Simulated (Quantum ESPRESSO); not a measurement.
# Energy and gap at +3 % biaxial strain: honeycomb PN, 1 layer

How the rows were computed: Quantum ESPRESSO 7.5 driven by ASE, PBE, GBRV ultrasoft, ESM (bc1); atomic heights clamped; cell area 6.445 Å² at zero strain.

```
strain (%)  energy (meV a cell)  gap on the mesh (eV)
        −3                72.55                 1.964
      −1.5                18.15                 1.893
         0                 0.00                 1.811
      +1.5                13.82                 1.725
```

**Question.** What are energy and gap at +3 %, and how stiff is the sheet?

By hand: About zero, E'' = (18.15 + 13.82 − 2 × 0.00)/1.5² = 14.21 meV per %² and E' = (13.82 − 18.15)/3 = −1.44 meV per %. With E = A K ε², where K = (C11 + C22)/2 + C12 (C11 + C12 for a hexagonal sheet), K = 14.21 × 10/(2 × 6.445) × 16.02 = 177 N/m. The parabola gives E(+3 %) = 0.00 + 3 × (−1.44) + 4.5 × 14.21 = 59.6 meV. Continuing the last slope, the gap is 2 × 1.725 − 1.811 = 1.639 eV.

What the calculation gave: E = 55.7 meV and the gap 1.647 eV. The parabola misses by +3.9 meV, too high, since bonds soften under tension. The gap's line misses by −0.008 eV.

Caveats: Clamped heights stiffen sheets with several planes. Semilocal gap, no spin-orbit coupling.

[Logs are printed without paths, hosts, clocks, repeated set-up lines and the standing remarks that a program may print on its own settings, such as how far it seeks lower states.]
